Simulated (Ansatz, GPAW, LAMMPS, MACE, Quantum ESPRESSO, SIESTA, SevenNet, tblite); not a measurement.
**Other levels on liquid 67SiO2-18Na2O-15SrO (mol %) at 2550 K (111 atoms)**

Density of this cell: 2.13 g/cm³. The cell holds 111 atoms: 26 Si, 14 Na, 6 Sr and 65 O. Its edges and angles: a = 12.686 Å, b = 12.686 Å, c = 12.686 Å, α = 90.0°, β = 90.0°, γ = 90.0°. 111 atoms (26 Si, 14 Na, 6 Sr, 65 O) placed at random at 2.73 g/cm³, melted at 4000 K for 10 ps at fixed volume with the Morse and Coulomb pair potential with partial charges (Pedone, Malavasi, Menziani, Cormack and Segre, J. Phys. Chem. B 110, 11780 (2006)). Snapshot at the end of a hold of 10 ps at 2550 K and zero pressure.

Geometry: as built.

The reference, a calculation:

| Property | Result |
| --- | --- |
| method | Kohn-Sham DFT, PBE, PAW, plane waves (Ansatz 0.2.0); cutoff 420 eV, Γ point, fermi-dirac smearing of 0.05 eV; PAW set soft_2 |
| r.m.s. force component | 2.641 eV/Å |
| longest force | 15.23 eV/Å |
| pressure | 1.682 GPa |
| gap (highest filled to lowest empty level) | 0.2587 eV |
| SCF cycles | 17 |
| time | 40 s on 4 threads of Arm Neoverse V2, shared host |
| CPU time | 2.6 min |

Runs, in no order:
A. SevenNet l3i5 potential: machine-learned interatomic potential SevenNet l3i5, trained on PBE(+U) plane-wave data
B. GPAW PBE, LCAO dzp, h 0.18 Å: Kohn-Sham DFT, PBE, PAW, atomic orbitals (dzp)
C. SIESTA PBE, SZ, shift 0.02 Ry, mesh 500 Ry: Kohn-Sham DFT, PBE, PseudoDojo 0.4.1 norm-conserving pseudopotentials (converted to PSML), numerical atomic orbitals (SZ), diagonalisation
D. QE PBE, sssp-1.3.0-efficiency, 60/480 Ry: Kohn-Sham DFT, PBE, SSSP efficiency 1.3.0 pseudopotentials, plane waves

**Question.** Rank the runs by how far their forces lie from the reference's, least first.

D, A, B, C.

| run | Δ force, r.m.s. (meV/Å) | share of r.m.s. force (%) | CPU time |
| --- | --- | --- | --- |
| D. QE PBE, sssp-1.3.0-efficiency, 60/480 Ry | 67.2 | 2.54 | 34 min |
| A. SevenNet l3i5 potential | 135 | 5.12 | 9.2 s |
| B. GPAW PBE, LCAO dzp, h 0.18 Å | 457 | 17.3 | 13 min |
| C. SIESTA PBE, SZ, shift 0.02 Ry, mesh 500 Ry | 1233 | 46.7 | 2.9 min |

Machine-learned potentials mimic data converged in k, so the reference's own k-point error enters their differences. The network of bonds at the start is that of the classical potential that made the cell, and needn't be the one that DFT or experiment would give. The electronic-structure runs sample only Γ, in a cell whose shortest periodic width is 13 Å.

[Hosts, paths, dates, database ids (printed as entryN), source tags and the programs' standing remarks are cut or masked in the printed files.]
